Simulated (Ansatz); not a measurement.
# Electron scattering at the Σ3 (112) boundary in fcc Ir, starting shift (0.5, 0), part 3 of 3

Wanted: what the Σ3 (112) boundary in fcc Ir, starting shift (0.5, 0) costs an interconnect.

Ansatz 0.2.0; Ansatz plane-wave DFT, PBE, PAW files; relaxation of a bicrystal slab with its lowest layers held; PAW set soft_1 (the session's first sound run).

So far. Step 3 (Transmission across the boundary): Over the solved energies the transmission per spin lies between 2.22 and 2.34, out of 4.75 channels of the lead on average (up to 4.83). Step 4 (Specific resistance): Averaged over the energies near the Fermi level, 48.0 % of the channels pass, which makes 0.531 fΩ m².

**5. Single-crystal slab for reference**

The free faces cost energy too. A single-crystal slab with the same faces and held layers is relaxed, so that they cancel.

g

This step: Ansatz plane-wave DFT, PBE, PAW files; relaxation of a single-crystal slab with its lowest layers held; PAW set soft_1 (Ansatz 0.2.0).

System of this step: Ir slab, plane (1, 1, 2). The cell holds 25 atoms: 25 Ir. Cell: a = 2.715 Å, b = 6.650 Å, c = 29.809 Å, α = 90.0°, β = 90.0°, γ = 90.0°. It derives from Ir. Vacuum lies along c.

File input.yaml:

```yaml
crystal:
  lattice:
    - [2.7148657757, 0.0, 0.0]
    - [0.0, 6.6500358706, 0.0]
    - [0.0, 0.0, 29.8091418368]
  atoms:
    - { symbol: Ir, position: [4.0e-10, 0.9999999999, 0.1677337787] }
    - { symbol: Ir, position: [0.5000000004, 0.6666666666, 0.194024849] }
    - { symbol: Ir, position: [4.0e-10, 0.3333333332, 0.2203159193] }
    - { symbol: Ir, position: [0.5000000004, 0.9999999999, 0.2466069896] }
    - { symbol: Ir, position: [4.0e-10, 0.6666666666, 0.2728980598] }
    - { symbol: Ir, position: [0.5000000003, 0.3333333332, 0.2991891301] }
    - { symbol: Ir, position: [3.0e-10, 0.9999999999, 0.3254802004] }
    - { symbol: Ir, position: [0.5000000003, 0.6666666666, 0.3517712707] }
    - { symbol: Ir, position: [3.0e-10, 0.3333333333, 0.378062341] }
    - { symbol: Ir, position: [0.5000000003, 0.9999999999, 0.4043534113] }
    - { symbol: Ir, position: [3.0e-10, 0.6666666666, 0.4306444816] }
    - { symbol: Ir, position: [0.5000000002, 0.3333333333, 0.4569355518] }
    - { symbol: Ir, position: [2.0e-10, 0.9999999999, 0.4832266221] }
    - { symbol: Ir, position: [0.5000000002, 0.6666666666, 0.5095176924] }
    - { symbol: Ir, position: [2.0e-10, 0.3333333333, 0.5358087627] }
    - { symbol: Ir, position: [0.5000000002, 1.0, 0.562099833] }
    - { symbol: Ir, position: [1.0e-10, 0.6666666666, 0.5883909033] }
    - { symbol: Ir, position: [0.5000000001, 0.3333333333, 0.6146819736] }
    - { symbol: Ir, position: [1.0e-10, 1.0, 0.6409730438] }
    - { symbol: Ir, position: [0.5000000001, 0.6666666666, 0.6672641141] }
    - { symbol: Ir, position: [1.0e-10, 0.3333333333, 0.6935551844] }
    - { symbol: Ir, position: [0.5000000001, 1.0, 0.7198462547] }
    - { symbol: Ir, position: [0.0, 0.6666666667, 0.746137325] }
    - { symbol: Ir, position: [0.5, 0.3333333333, 0.7724283953] }
    - { symbol: Ir, position: [0.0, 0.0, 0.7987194656] }
kpoints:
  mp_grid: { grid: [9, 4, 1] }
hamiltonian:
  xc: pbe
  pseudopotentials: { kind: paw, azcp: { folder: soft_1 } }
scf:
  occupations: { method: fermi_dirac, width: 0.1 }
relax:
  f_tol: 0.03
  max_steps: 80
  constraints: [{ sites: [0, 1, 2, 3] }]
```

The run is started by

```sh
> ansatz run input.yaml --threads 4 --pin off --max-ram 15360MiB --backend cpu --events-out ev --progress --plain --runs-dir out
```

Numbers of over 12 decimals in the logs are rounded to 6 here.

Log:

```text
Warning: crystal.symmetry: narrowed to the stabiliser of the relax constraints — unitary ops 4 → 2; lowered at sites 0, 1, 2, 3, 21, 22, 23, 24 (the operations that carried what is held of a site onto what its image site leaves free; the constrained walk keeps no symmetry that its constraints do not admit)
[...]
Crystal: 25 atoms, lattice volume = 538.173 Å³
Basis set: ecut = 420 eV, 10553 PW (Γ), exchange–correlation on 40×90×400 points (8 copies of the dense FFT grid, shifted against one another)
Bands: 255, of which v1, the nominal top of the filled ones, is band 213 counted from 1 (212 counted from 0)
Symmetry: 2 space group operations
k-points: 15 of 36 (time reversal used)
[...]
SCF iter   9: F=-298414.768480 eV  HF=-298414.768489 eV  |F-HF|=9.33e-6  |Δ(HF+E_count)|=   4.73e-6  Δρ=3.32e-5  dr2=1.19e-5  ethr=5.29e-9  ⟨swp⟩=3.4  Hψ=15337  notcnv=0
SCF 1 converged in 9 iterations: F = -298414.768480 eV  dr2 = 1.19e-5
[...]
relax step   1: F+E_penalty+E_count = -298414.76848010 eV  Δ(F+E_penalty+E_count) = +0.000e0 eV  max|allowed force component| = 9.790e-1 eV/Å  Δτ_max = 0.0000 Å  (9 SCF iters, dr2 threshold 2.25e-5 eV, accepted)
[...]
SCF iter   6: F=-298414.828768 eV  HF=-298414.828773 eV  |F-HF|=4.12e-6  |Δ(HF+E_count)|=   1.72e-5  Δρ=4.00e-5  dr2=1.43e-5  ethr=1.41e-8  ⟨swp⟩=3.0  Hψ=15705  notcnv=0
SCF 2 converged in 6 iterations: F = -298414.828768 eV  dr2 = 1.43e-5
[...]
relax step   2: F+E_penalty+E_count = -298414.82876842 eV  Δ(F+E_penalty+E_count) = -6.029e-2 eV  max|allowed force component| = 1.446e0 eV/Å  Δτ_max = 0.1945 Å  (6 SCF iters, dr2 threshold 5.99e-5 eV, accepted)
SCF iter   1: F=—  HF=-298414.994745 eV  |F-HF|=—  |Δ(HF+E_count)|=         —  Δρ=8.66e-3  dr2=2.13e0  ethr=9.25e-4  ⟨swp⟩=5.1  Hψ=9083  notcnv=0  defer=136
[...]
SCF iter   6: F=-298414.941177 eV  HF=-298414.941194 eV  |F-HF|=1.73e-5  |Δ(HF+E_count)|=   1.96e-5  Δρ=4.16e-5  dr2=2.35e-5  ethr=2.35e-8  ⟨swp⟩=3.0  Hψ=14860  notcnv=0
SCF 3 converged in 6 iterations: F = -298414.941177 eV  dr2 = 2.35e-5
[...]
relax step   3: F+E_penalty+E_count = -298414.94117654 eV  Δ(F+E_penalty+E_count) = -1.124e-1 eV  max|allowed force component| = 2.042e-1 eV/Å  Δτ_max = 0.1549 Å  (6 SCF iters, dr2 threshold 1.00e-4 eV, accepted)
[...]
relax step   4: F+E_penalty+E_count = -298414.94359665 eV  Δ(F+E_penalty+E_count) = -2.420e-3 eV  max|allowed force component| = 4.575e-2 eV/Å  Δτ_max = 0.0155 Å  (5 SCF iters, dr2 threshold 2.61e-6 eV, accepted)
SCF iter   1: F=—  HF=-298414.944907 eV  |F-HF|=—  |Δ(HF+E_count)|=         —  Δρ=2.36e-4  dr2=1.32e-3  ethr=4.16e-7  ⟨swp⟩=3.0  Hψ=7512  notcnv=0  defer=135
[...]
SCF iter   5: F=-298414.943878 eV  HF=-298414.943878 eV  |F-HF|=5.94e-8  |Δ(HF+E_count)|=   5.63e-7  Δρ=2.58e-6  dr2=8.78e-8  ethr=2.35e-11  ⟨swp⟩=4.1  Hψ=18944  notcnv=0
SCF 5 converged in 5 iterations: F = -298414.943878 eV  dr2 = 8.78e-8
relax step   5: F+E_penalty+E_count = -298414.94387757 eV  Δ(F+E_penalty+E_count) = -2.809e-4 eV  max|allowed force component| = 1.916e-2 eV/Å  Δτ_max = 0.0054 Å  (5 SCF iters, accepted)
SCF converged after 5 iterations
Free energy (F): -298414.943878 eV
[...]
Internal energy: -298414.079209 eV  (E = F + TS)
E sigma→0 (E₀):  -298414.511543 eV
Entropy (-TS):   -0.864669 eV (-34.587 meV/atom)
Fermi energy:    15.087292 eV
[...]
--- Forces (eV/Å), atoms counted from 1 ---
  atom   1  Ir     0.00000000    -0.50405794     0.99782729
  atom   2  Ir     0.00000000     0.30485431     0.15454310
  atom   3  Ir    -0.00000000     0.14490717    -0.65522035
  atom   4  Ir    -0.00000000     0.05412961    -0.49006782
  atom   5  Ir    -0.00000000    -0.00127975    -0.00254244
  atom   6  Ir    -0.00000000    -0.00159126    -0.00367278
  atom   7  Ir    -0.00000000    -0.00065778    -0.00345620
  atom   8  Ir     0.00000000    -0.00008442    -0.00235356
  atom   9  Ir    -0.00000000     0.00044957    -0.00103699
  atom  10  Ir    -0.00000000     0.00056351     0.00104101
  atom  11  Ir    -0.00000000     0.00079135     0.00046906
  atom  12  Ir     0.00000000     0.00148486     0.00005921
  atom  13  Ir    -0.00000000     0.00170297    -0.00026094
  atom  14  Ir    -0.00000000     0.00131772     0.00140673
  atom  15  Ir     0.00000000    -0.00061135     0.00054978
  atom  16  Ir     0.00000000    -0.00118552    -0.00539683
  atom  17  Ir    -0.00000000    -0.00008636    -0.00016388
  atom  18  Ir    -0.00000000     0.00196548    -0.00003878
  atom  19  Ir     0.00000000    -0.00067705     0.00755967
  atom  20  Ir     0.00000000    -0.00083258    -0.00216385
  atom  21  Ir     0.00000000    -0.00564510    -0.00007087
  atom  22  Ir     0.00000000     0.00399580    -0.00039054
  atom  23  Ir     0.00000000     0.00155824     0.01915943
  atom  24  Ir     0.00000000     0.01095380    -0.00446292
  atom  25  Ir     0.00000000    -0.01192217    -0.01131100
  max |Σ_I F_I| component: 4.31e-5 eV/Å
--- Relaxed structure (5 steps of the walk, 5 accepted, 0 SCFs on fresh bases) ---
  F+E_penalty+E_count = -298414.94387757 eV   max|allowed force component| = 1.916e-2 eV/Å
  atoms:
    - { symbol: Ir, position: [-4.137018567519954e-18, 1.000000, 0.167733778682] }
    - { symbol: Ir, position: [0.500000, 0.666667, 0.194025] }
    - { symbol: Ir, position: [-4.137018567519954e-18, 0.333333, 0.220315919282] }
    - { symbol: Ir, position: [0.500000, 1.000000, 0.246606989582] }
    - { symbol: Ir, position: [-1.8972207666203595e-18, 0.662989, 0.273039] }
    - { symbol: Ir, position: [0.500000, 0.330665, 0.299420] }
    - { symbol: Ir, position: [-1.610007995618589e-18, 0.998670, 0.325856] }
    - { symbol: Ir, position: [0.500000, 0.664829, 0.352279] }
    - { symbol: Ir, position: [-8.091252273553464e-19, 0.330417, 0.379095] }
    - { symbol: Ir, position: [0.500000, 0.996145, 0.405951] }
    - { symbol: Ir, position: [2.009763192099601e-18, 0.662545, 0.432293] }
    - { symbol: Ir, position: [0.500000, 0.329302, 0.458982] }
    - { symbol: Ir, position: [2.9107384638102036e-18, 0.995532, 0.485614] }
    - { symbol: Ir, position: [0.500000, 0.661947, 0.512544] }
    - { symbol: Ir, position: [5.9733357239782755e-18, 0.328569, 0.539012] }
    - { symbol: Ir, position: [0.500000, 0.995057, 0.565248] }
    - { symbol: Ir, position: [7.263479471652747e-18, 0.661262, 0.592652] }
    - { symbol: Ir, position: [0.500000, 0.326661, 0.618791] }
    - { symbol: Ir, position: [7.50854102531938e-18, 0.992564, 0.645436] }
    - { symbol: Ir, position: [0.500000, 0.660538, 0.672630] }
    - { symbol: Ir, position: [8.993264270012591e-18, 0.329039, 0.697539] }
    - { symbol: Ir, position: [0.500000, 0.990359, 0.724420] }
    - { symbol: Ir, position: [1.3614855252508718e-17, 0.658498, 0.753912] }
    - { symbol: Ir, position: [0.500000, 0.327271, 0.775939] }
    - { symbol: Ir, position: [6.125744813103217e-18, 0.00460744, 0.800351] }
```

It took 9.4 min on 4 threads of Arm Neoverse N1, shared host; peak memory 3.3 GiB; 37 min of CPU time.

The steps of the relaxation:

```csv
step,energy less that of the first step (eV),largest force component (eV/Å)
1,0.0000,0.9790
2,-0.0603,1.4462
3,-0.1727,0.2042
4,-0.1751,0.0457
5,-0.1754,0.0192
```

The atoms that moved most (Å):

```csv
atom,dx,dy,dz,length
Ir23,0.000,-0.054,0.232,0.238
Ir20,0.000,-0.041,0.160,0.165
Ir22,0.000,-0.064,0.136,0.151
Ir19,0.000,-0.049,0.133,0.142
Ir17,0.000,-0.036,0.127,0.132
Ir18,0.000,-0.044,0.122,0.130
Ir21,0.000,-0.029,0.119,0.122
Ir24,0.000,-0.040,0.105,0.112
```

The relaxed structure:

```cif
data_structure
_symmetry_space_group_name_H-M 'P 1'
_symmetry_Int_Tables_number 1
_cell_length_a 2.7149
_cell_length_b 6.6500
_cell_length_c 29.8091
_cell_angle_alpha 90.000
_cell_angle_beta 90.000
_cell_angle_gamma 90.000
_cell_volume 538.17
loop_
_atom_site_label
_atom_site_type_symbol
_atom_site_fract_x
_atom_site_fract_y
_atom_site_fract_z
_atom_site_occupancy
Ir1 Ir 0.00000 0.00000 0.16773 1
Ir2 Ir 0.50000 0.66667 0.19402 1
Ir3 Ir 0.00000 0.33333 0.22032 1
Ir4 Ir 0.50000 0.00000 0.24661 1
Ir5 Ir 0.00000 0.66299 0.27304 1
Ir6 Ir 0.50000 0.33067 0.29942 1
Ir7 Ir 0.00000 0.99867 0.32586 1
Ir8 Ir 0.50000 0.66483 0.35228 1
Ir9 Ir 0.00000 0.33042 0.37910 1
Ir10 Ir 0.50000 0.99615 0.40595 1
Ir11 Ir 0.00000 0.66254 0.43229 1
Ir12 Ir 0.50000 0.32930 0.45898 1
Ir13 Ir 0.00000 0.99553 0.48561 1
Ir14 Ir 0.50000 0.66195 0.51254 1
Ir15 Ir 0.00000 0.32857 0.53901 1
Ir16 Ir 0.50000 0.99506 0.56525 1
Ir17 Ir 0.00000 0.66126 0.59265 1
Ir18 Ir 0.50000 0.32666 0.61879 1
Ir19 Ir 0.00000 0.99256 0.64544 1
Ir20 Ir 0.50000 0.66054 0.67263 1
Ir21 Ir 0.00000 0.32904 0.69754 1
Ir22 Ir 0.50000 0.99036 0.72442 1
Ir23 Ir 0.00000 0.65850 0.75391 1
Ir24 Ir 0.50000 0.32727 0.77594 1
Ir25 Ir 0.00000 0.00461 0.80035 1
```

Numbers from this step:

* free energy: -298414.9439 eV
* energy at zero smearing: -298414.5115 eV
* Fermi energy: 15.09 eV

The largest force component on a free atom ends at 0.019 eV/Å, under the tolerance of 0.03, after 5 steps.

**6. Bulk reference**

The perfect crystal gives the energy per atom, for the atoms by which bicrystal and slab differ.

t

This step: Ansatz plane-wave DFT, PBE, PAW files; bulk reference; PAW set soft_1 (Ansatz 0.2.0).

System of this step: Ir. Symmetry: Fm-3m, No. 225, cubic system. The conventional cell has a = 3.839 Å, b = 3.839 Å, c = 3.839 Å, α = 90.00°, β = 90.00°, γ = 90.00°. Ir has 12 Ir at 2.71 Å nearest.

input.yaml, the sections that differ from step 5:

```yaml
crystal:
  lattice:
    - [0.0, 1.9197, 1.9197]
    - [1.9197, 0.0, 1.9197]
    - [1.9197, 1.9197, 0.0]
  atoms:
    - { symbol: Ir, position: [0.0, 0.0, 0.0] }
kpoints:
  mp_grid: { grid: [19, 19, 19] }
# hamiltonian, scf: as in step 5
# relax: removed
```

Log:

```text
[...]
Crystal: 1 atoms, lattice volume = 14.149 Å³
Basis set: ecut = 420 eV, 283 PW (Γ)
Bands: 13, of which v1, the nominal top of the filled ones, is band 9 counted from 1 (8 counted from 0)
Symmetry: 48 space group operations
[...]
k-points: 220 of 6859
[...]
SCF iter   1: F=—  HF=-11936.912931 eV  |F-HF|=—  |Δ(HF+E_count)|=         —  Δρ=4.86e-2  dr2=2.40e-1  ethr=3.10e-3  ⟨swp⟩=5.0  Hψ=14666  notcnv=0
[...]
SCF iter   6: F=-11936.835594 eV  HF=-11936.835594 eV  |F-HF|=8.00e-11  |Δ(HF+E_count)|=   2.50e-8  Δρ=2.12e-6  dr2=1.81e-10  ethr=5.79e-10  ⟨swp⟩=1.0  Hψ=8318  notcnv=0
SCF 1 converged in 6 iterations: F = -11936.835594 eV  dr2 = 1.81e-10
[...]
SCF converged after 6 iterations
Free energy (F): -11936.835594 eV
[...]
Internal energy: -11936.800931 eV  (E = F + TS)
E sigma→0 (E₀):  -11936.818263 eV
Entropy (-TS):   -0.034663 eV (-34.663 meV/atom)
Fermi energy:    25.781889 eV
[...]
```

Run time: 0.91 s. Hardware: 4 threads; peak memory 0.28 GiB.

Numbers from this step:

* free energy: -11936.8356 eV
* energy at zero smearing: -11936.8183 eV
* Fermi energy: 25.78 eV

**7. Boundary energy**

b

This step: Ansatz plane-wave DFT, PBE, PAW files; bicrystal less single-crystal slab less bulk atoms, a boundary area; PAW set soft_1 (Ansatz 0.2.0).

Numbers from this step:

```
excess energy of the cell : 1.125 eV
boundary energy           : 0.9987 J/m²
```

The boundary costs 1.00 J/m².

By hand: 1.13 eV / 18.05 Å² × 16.02 = 0.999 J/m².

**8. Summary of results**

- specific resistance of the boundary: 0.531 fΩ m²
- share of channels that pass: 0.480
- boundary energy: 0.999 J/m²

What this shows: The boundary has a specific resistance of 0.53 fΩ m² and an energy of 1.00 J/m². The boundary reflects 52 % of the channels; 0.53 fΩ m² is 5.3×10⁻¹² Ω·cm². In the relaxation the upper grain slid sideways by about 1.1 Å, so the result belongs to the position that it found, not to the starting one. One starting structure was relaxed; another shift or atom count at the boundary may lie lower. Spin-orbit coupling is left out, which matters for Ir.

[Logs are printed without paths, hosts, clocks, repeated set-up lines and the standing remarks that a program may print on its own settings, such as how far it seeks lower states.]

[Hosts, paths, dates, database ids (printed as entryN), source tags and the programs' standing remarks are cut or masked in the printed files.]
